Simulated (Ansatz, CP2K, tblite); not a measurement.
**Codes compared on H-capped GaAs nanowire along [112] (32 atoms)**

How near do other programs and methods come to a plane-wave reference for H-capped GaAs nanowire along [112] (32 atoms)? A plane-wave run serves as the reference.

Method: Kohn-Sham DFT, PBE, PAW, plane waves, in Ansatz 0.2.0.

## Step 1: Set-up

The cell holds 32 atoms: 8 Ga, 8 As and 16 H. Its edges and angles: a = 17.543 Å, b = 16.160 Å, c = 6.923 Å, α = 90.0°, β = 90.0°, γ = 90.0°. It derives from GaAs (zinc-blende). Square section of size parameter 3.53 Å cut from zinc-blende GaAs (a = 5.653 Å) along [112], 1 period, broken bonds capped with H, 9 Å of vacuum. Then every atom was moved at random, 0.05 Å r.m.s. a Cartesian component (hydrogen 0.6 of that). Regions: wire, 16 atoms (8 Ga and 8 As); hydrogen, 16 atoms (16 H). Vacuum lies along a and b. The structure's axis is c.

## Step 2: Reference: Ansatz, plane waves

The PAW files are the set soft_2.

Contents of input.yaml:

```yaml
crystal:
  lattice:
    - [17.54338, 0.0, 0.0]
    - [0.0, 16.1597, 0.0]
    - [0.0, 0.0, 6.92348]
  atoms:
    - { symbol: Ga, position: [0.3307, 0.37089, 0.49038] }
    - { symbol: As, position: [0.32491, 0.42204, 0.82159] }
    - { symbol: Ga, position: [0.33411, 0.57728, 0.83689] }
    - { symbol: As, position: [0.32908, 0.62589, 0.16395] }
    [... 22 atom lines left out ...]
    - { symbol: H, position: [0.66952, 0.28109, 0.99054] }
    - { symbol: H, position: [0.74205, 0.41093, 0.88442] }
    - { symbol: H, position: [0.73959, 0.39167, 0.43409] }
    - { symbol: H, position: [0.74489, 0.60924, 0.23318] }
    - { symbol: H, position: [0.67171, 0.72364, 0.67092] }
    - { symbol: H, position: [0.74235, 0.59454, 0.75889] }
kpoints:
  mp_grid: { grid: [1, 1, 1] }
hamiltonian:
  xc: pbe
scf:
  occupations: { method: fermi_dirac, width: 0.05 }
output:
  forces: true
  eigenvalues: true
  populations: true
```

The run is started by

```sh
$ ansatz run input.yaml --threads 4 --pin off --max-ram 8192MiB --backend cpu --events-out ev --progress --plain --runs-dir out
```

The log of the run:

```text
[...]
Pseudopotentials: kind: paw
Pseudopotential: Ga, paw, valence charge 13, recommended cutoff 420 eV (normal), Ga.paw.azcp
Pseudopotential: As, paw, valence charge 15, recommended cutoff 420 eV (normal), As.paw.azcp
Pseudopotential: H, paw, valence charge 1, recommended cutoff 420 eV (normal), H.paw.azcp
[... 5 lines on functional and potentials left out ...]
Crystal: 32 atoms, lattice volume = 1962.777 Å³
Basis set: ecut = 420 eV, 38439 PW (Γ), exchange–correlation on 240×240×96 points (8 copies of the dense FFT grid, shifted against one another)
Bands: 152, of which v1, the nominal top of the filled ones, is band 120 counted from 1 (119 counted from 0)
Symmetry: 1 space group operations
Space group: P1 (ITA 1), of the structure as read, at distance tolerance 1.3e-4 Å
k-points: 1
[... 7 lines on functional and potentials left out ...]
Initial density: superposition of atomic densities (neutral atoms: chi_scale 0, normalization atom), corrected by the library's trained network
Initial wavefunctions: pseudopotential atomic-orbital guess
[...]
SCF iter   1: F=—  HF=-69365.227889 eV  |F-HF|=—  |Δ(HF+E_count)|=         —  Δρ=2.36e-3  dr2=7.75e-1  ethr=1.77e-3  ⟨swp⟩=7.0  Hψ=675  notcnv=0  defer=2
preconditioner: auto → Resta (q_TF=auto, 1.922 Å⁻¹)  ε∞=1.6  [insulator: Δε(μ)=2.584 eV  Ē_g=13.915 eV  σ=0.050 eV  W_gap=1.00  n_scr=230 (ndim 8)  ℏωp=10.6 eV  f_vac=0.707  D(μ)=0.00/eV (n_scr^D=0)  ε∞_Penn≈1.6  vacuum switching on, ρ_ref=1.4e-2 e/Å³]
[...]
SCF iter   8: F=—  HF=-69365.039490 eV  |F-HF|=—  |Δ(HF+E_count)|=   1.95e-6  Δρ=3.79e-6  dr2=4.79e-7  ethr=1.15e-9  ⟨swp⟩=2.0  Hψ=235  notcnv=0  defer=27
SCF iter   9: F=-69365.039490 eV  HF=-69365.039490 eV  |F-HF|=1.56e-8  |Δ(HF+E_count)|=   3.59e-7  Δρ=1.24e-6  dr2=4.65e-8  ethr=4.17e-11  ⟨swp⟩=15.0  Hψ=822  notcnv=0
SCF 1 converged in 9 iterations: F = -69365.039490 eV  dr2 = 4.65e-8
[...]
SCF converged after 9 iterations
Free energy (F): -69365.039490 eV
Harris-Foulkes:  -69365.039490 eV  (|F-HF|=1.56e-8)
Internal energy: -69365.039490 eV  (E = F + TS)
E sigma→0 (E₀):  -69365.039490 eV
Fermi energy:    -1.639611 eV
--- Per-component energies (eV) ---
[...]
Σ components = -69365.039490   (vs F -69365.039490, Δ=0.00e0)
--- Forces (eV/Å), atoms counted from 1 ---
  atom   1  Ga    -1.49547409    -0.30692514    -0.18042659
  atom   2  As     0.96144918     1.05815749     0.19126225
  atom   3  Ga    -1.93997243    -0.65694371    -1.23943782
  atom   4  As     0.89323360     1.16186566    -0.30113929
[...]
atom  32  H      0.92730009    -0.11038867     0.60474506
  max |Σ_I F_I| component: 8.47e-5 eV/Å
--- Band table (eV) ---
  k-point 0: bands = ["-38.9373", "-38.9113", "-38.8608", "-38.8392", [... 136 levels ...], "2.3542", "2.3833", "2.5341", "2.5870", "2.6836", "2.8670", "2.9868", "3.0141", "3.0598", "3.0865", "3.2314", "3.2519"]
--- Löwdin populations: 32 sites ---
  site symbol       q [e]
     0     Ga     12.9199
     1     As     14.9355
     2     Ga     12.9464
[...]
31      H      0.9054
  spilling = 0.004139 (of n_electrons = 240.000000)
```

Elapsed: 12 s, on 4 threads of Arm Neoverse V1, shared host; peak memory 1.5 GiB.

The run gave:

| Item | Value |
| --- | --- |
| free energy | -69365.0395 eV |
| free energy per atom | -2167.6575 eV/atom |
| SCF cycles | 9 |
| r.m.s. force component | 0.9996 eV/Å |
| longest force | 3.997 eV/Å |
| Fermi energy | -1.64 eV |
| gap (highest filled to lowest empty level) | 2.032 eV |
| spilling of the projection | 0.004139 |

Length of the force by element:

```tsv
element	coordination	atoms	mean length of the force (eV/Å)	spread	least	most
As	all	8	1.95	1.08	0.336	4.00
Ga	all	8	2.02	0.723	0.774	3.13
H	all	16	0.885	0.659	0.291	3.10
```

Löwdin charges by element (they lack the spilled electrons, 0.031 e an atom on average):

```tsv
element	coordination	atoms	mean charge (e)	spread	least	most
As	all	8	0.0918	0.106	-0.0574	0.265
Ga	all	8	0.059	0.0166	0.0432	0.0924
H	all	16	-0.0133	0.0738	-0.117	0.0946
```

By region:

```tsv
region	atoms	mean length of the force (eV/Å)
wire	16	1.98
hydrogen	16	0.885
```

The levels nearest the highest filled one (over half full), pooled over k-points and spins:

```tsv
level less the highest filled one (eV)	occupation
-1.32	2
-1.13	2
-0.819	2
-0.594	2
-0.384	2
0	2
2.03	0
2.62	0
2.68	0
2.94	0
3.08	0
3.27	0
```

## Step 3: Structure statistics

Normalised to the volume that the atoms fill. g(r), total and by pair (bins of 0.2 Å):

```tsv
r (Å)	total	H-H	H-As	H-Ga	As-As	As-Ga	Ga-Ga
1.30	0.28	0.00	1.11	0.00	0.00	0.00	0.00
1.50	2.31	0.00	5.67	3.55	0.00	0.00	0.00
1.70	0.96	0.00	0.75	3.08	0.00	0.00	0.00
1.90	0.00	0.00	0.00	0.00	0.00	0.00	0.00
2.10	0.00	0.00	0.00	0.00	0.00	0.00	0.00
2.30	0.76	0.00	0.00	0.00	0.00	6.06	0.00
2.50	1.46	1.00	0.00	0.00	0.00	9.62	0.00
2.70	0.23	0.30	0.00	0.00	0.00	1.22	0.00
2.90	0.00	0.00	0.00	0.00	0.00	0.00	0.00
3.10	0.58	1.06	0.21	1.04	0.00	0.00	0.00
3.30	1.60	0.20	3.28	2.94	0.00	0.00	0.00
3.50	0.09	0.00	0.36	0.00	0.00	0.00	0.00
3.70	0.37	1.50	0.00	0.00	0.00	0.00	0.00
3.90	1.29	2.18	0.27	0.00	5.42	0.00	5.46
4.10	1.59	1.03	0.50	0.85	7.68	0.00	8.18
4.30	1.46	0.11	2.96	2.63	0.47	0.00	0.00
4.50	0.26	0.32	0.00	0.21	0.00	1.02	0.00
4.70	0.86	0.38	0.00	0.00	0.00	6.09	0.00
4.90	0.18	0.00	0.09	0.18	0.00	0.88	0.00
5.10	0.38	0.00	0.72	0.79	0.00	0.00	0.00
5.30	0.64	0.00	1.58	0.97	0.00	0.00	0.00
5.50	0.40	0.42	0.21	0.64	0.54	0.00	0.81
5.70	0.37	0.90	0.00	0.00	1.29	0.00	1.04
5.90	0.09	0.00	0.06	0.12	0.25	0.12	0.25
6.10	0.78	0.00	0.91	0.85	0.00	2.69	0.00
6.30	0.32	0.42	0.26	0.21	0.00	0.75	0.00
6.50	0.53	0.30	0.84	0.99	0.00	0.00	0.00
6.70	0.48	0.32	0.80	0.66	0.18	0.00	0.37
```

Bonds by pair of elements; cutoffs follow the first minimum of g(r), held within bounds set by covalent radii, and pairs that aren't listed don't count as bonded:

```tsv
pair A-B	cutoff (Å)	bonds	mean length (Å)	spread (Å)	shortest (Å)	B about A	A about B
H-As	1.88	8	1.50	0.074	1.39	0.5	1
H-Ga	2.08	8	1.59	0.05	1.52	0.5	1
As-Ga	3.02	24	2.45	0.091	2.27	3	3
```

How many atoms have how many bonded neighbours:

```tsv
element	mean	1	4
As	4	0	8
Ga	4	0	8
H	1	16	0
```

## Step 4: The ladder

The programs:
- CP2K 2026.2: Gaussian basis with GTH pseudopotentials and a plane-wave density; labels give functional, basis (MOLOPT sets; SR short-range, UZH the newer set with its own potentials), grid cutoff/relative cutoff and solver (OT: orbital transformation; TRS4, TC2, SIGN: linear-scaling purification with its sparsity filter), or its built-in tight binding.
- tblite 0.8.0: extended tight binding, driven from Python.

All use the same cell and atoms; the electronic-structure runs use the same k-mesh, and an electronic temperature of 580 K (0.05 eV) where levels are smeared.

Differences are against the plane-wave reference, forces as r.m.s. over components; share is that over the reference's r.m.s. force, slope the least-squares factor from reference forces to these. Total energies of different programs have different zeros and aren't compared.

```tsv
run	Δ force, r.m.s. (meV/Å)	share (%)	slope	Δ gap (eV)	cores	CPU time	memory (GiB)
reference	-	-	-	-	4	36 s	1.5
CP2K PBE, DZVP-UZH, 560/60 Ry, diagonalisation (coarse)	58.5	5.86	1.031	-0.0198	1	4.3 min	4.1
CP2K PBE, DZVP-UZH, 800/20 Ry, diagonalisation (coarse)	353	35.3	1.116	-0.0219	2	5.2 min	6.8
CP2K PBE, DZVP-UZH, 800/60 Ry, diagonalisation	36.5	3.65	1.026	-0.0197	2	6 min	6.8
CP2K PBE, TZV2P-MOLOPT (SR for Ga, As), 800/60 Ry, diagonalisation	29.7	2.97	1.013	-0.0056	2	8.6 min	6.8
CP2K PBEsol, PBE potentials, DZVP-UZH, 800/60 Ry, diagonalisation	101	10.1	1.032	-0.0539	2	6.2 min	6.8
tblite GFN1-xTB	300	30.0	0.832	-	1	1 s	0.14
```

Rows marked coarse were listed beforehand as settings not expected to be converged; some can still land near the reference.

CPU time is summed over cores on a shared host, where runs went side by side, so it is rough. Symmetry, cutoffs, thresholds, outputs and thread counts weren't matched or tuned between programs; memory under MPI is the largest rank's times the ranks.

Runs without a result: CP2K GFN1-xTB, diagonalisation (not converged, the SCF not settling).

Mean charges by element (e), by run and scheme:

```tsv
run	scheme	Ga	As	H
reference	Löwdin	+0.06	+0.09	-0.01
CP2K PBE, DZVP-UZH, 560/60 Ry, diagonalisation	Mulliken	+0.16	-0.11	-0.03
CP2K PBE, DZVP-UZH, 560/60 Ry, diagonalisation	Hirshfeld	+0.14	-0.02	-0.06
CP2K PBE, DZVP-UZH, 800/60 Ry, diagonalisation	Mulliken	+0.16	-0.11	-0.03
CP2K PBE, DZVP-UZH, 800/60 Ry, diagonalisation	Hirshfeld	+0.14	-0.02	-0.06
CP2K PBE, TZV2P-MOLOPT (SR for Ga, As), 800/60 Ry, diagonalisation	Mulliken	-0.34	+0.49	-0.08
CP2K PBE, TZV2P-MOLOPT (SR for Ga, As), 800/60 Ry, diagonalisation	Hirshfeld	+0.15	-0.01	-0.07
CP2K PBEsol, PBE potentials, DZVP-UZH, 800/60 Ry, diagonalisation	Mulliken	+0.12	-0.10	-0.01
CP2K PBEsol, PBE potentials, DZVP-UZH, 800/60 Ry, diagonalisation	Hirshfeld	+0.12	-0.01	-0.06
tblite GFN1-xTB	Mulliken	+0.09	+0.04	-0.07
```

The reference's Löwdin charges lack the electrons that the projection spills, 0.031 e an atom on average.

Within one program, basis, potentials and functional, energies share a zero. Each run against its twin at the usual cutoff or grid and solver:

```tsv
run	twin	Δ energy (meV/atom)	Δ force, r.m.s. (meV/Å)	CPU time over the twin's
CP2K PBE, DZVP-UZH, 560/60 Ry, diagonalisation	DZVP-UZH, 800/60 Ry, diagonalisation	-0.116	50.3	0.72 (this twin ran on 2 cores)
CP2K PBE, DZVP-UZH, 800/20 Ry, diagonalisation	DZVP-UZH, 800/60 Ry, diagonalisation	-28.8	345	0.87
```

A second geometry, displaced anew (every atom was moved at random, 0.04 Å r.m.s. a Cartesian component (hydrogen 0.6 of that)), gives an energy difference that all programs can be tested on. The reference puts it at -34.33 meV/atom.

```tsv
run	energy less the first geometry's (meV/atom)	error (meV/atom)	force share at the second geometry (%)
CP2K PBE, DZVP-UZH, 800/60 Ry, diagonalisation	-35.51	-1.18	5.02
tblite GFN1-xTB	-23.52	10.8	38.5
CP2K PBE, TZV2P-MOLOPT (SR for Ga, As), 800/60 Ry, diagonalisation	-35.05	-0.726	4.92
CP2K PBE, DZVP-UZH, 800/20 Ry, diagonalisation	-35.98	-1.65	54.0
CP2K PBEsol, PBE potentials, DZVP-UZH, 800/60 Ry, diagonalisation	-36.11	-1.79	15.1
CP2K PBE, DZVP-UZH, 560/60 Ry, diagonalisation	-35.73	-1.40	9.52
```

## Step 5: Summary of results

- reference r.m.s. force component: 1.000 eV/Å
- nearest in forces: CP2K PBE, TZV2P-MOLOPT (SR for Ga, As), 800/60 Ry, diagonalisation, 3.0 %
- farthest in forces: CP2K PBE, DZVP-UZH, 800/20 Ry, diagonalisation (coarse), 35 %
- cheapest electronic-structure run beside the reference: tblite GFN1-xTB, 1 s of CPU time

**Reading.** The PBE runs in local orbitals, coarse settings apart, differ by 3.0 % (CP2K PBE, TZV2P-MOLOPT (SR for Ga, As), 800/60 Ry, diagonalisation) to 3.7 % (CP2K PBE, DZVP-UZH, 800/60 Ry, diagonalisation); basis, grid and potentials can all enter. Tight binding differs by 30 % (tblite GFN1-xTB); it is another model, with fitted parameters of its own, and the xTB methods hold dispersion. Rows with another functional or a dispersion term differ by 10 % (CP2K PBEsol, PBE potentials, DZVP-UZH, 800/60 Ry, diagonalisation), which mixes the change of model with differences of basis and potentials, some of them made for another functional. Runs with settings chosen to be coarse differ by 5.9 % (CP2K PBE, DZVP-UZH, 560/60 Ry, diagonalisation) to 35 % (CP2K PBE, DZVP-UZH, 800/20 Ry, diagonalisation), their programs' other errors included. One electronic-structure run takes under half the reference's CPU time: tblite GFN1-xTB, at 30 % in 1 s against 36 s. At the same functional, gaps differ from the reference's 2.03 eV by between -0.02 and -0.01 eV. These are spacings on the run's k-points, which needn't hold the band edges. Charges hang on model, scheme and program or settings: among these rows the mean for As runs from -0.11 to +0.49 e, even in sign. The energy difference between the two geometries, -34.3 meV/atom in the reference, is met best by CP2K PBE, TZV2P-MOLOPT (SR for Ga, As), 800/60 Ry, diagonalisation (-0.726) and worst by tblite GFN1-xTB (+10.8). In the reference: filled and empty levels are parted by 2.03 eV at Γ alone; the mesh holds the band edges only if they fold onto it, so the gap at this level can be narrower or closed, and states at the surface or the caps may set it. In the reference: mean Löwdin charges: As +0.09, Ga +0.06, H -0.01 e (they miss 0.41 % of the electrons, so they add up to more than the cell's charge). Periodic xTB results under one method name differ between programs and library versions. The potentials hold different valence shells: 240 electrons in the reference, 160 in CP2K with TZV2P-MOLOPT; this bears on time and differences. Caps of real hydrogen don't mimic the fractional bonds of a polar compound, so surface states and strained caps may belong to the model. The electronic-structure runs sample only Γ, in a cell whose periodic width is 7 Å.

[Also dropped from logs without a mark: logging warnings of Python, and SIESTA's first energy breakdown and zero terms.]

[Logs are printed without paths, hosts, clocks, repeated set-up lines and the standing remarks that a program may print on its own settings, such as how far it seeks lower states.]

[Hosts, paths, dates, database ids (printed as entryN), source tags and the programs' standing remarks are cut or masked in the printed files.]
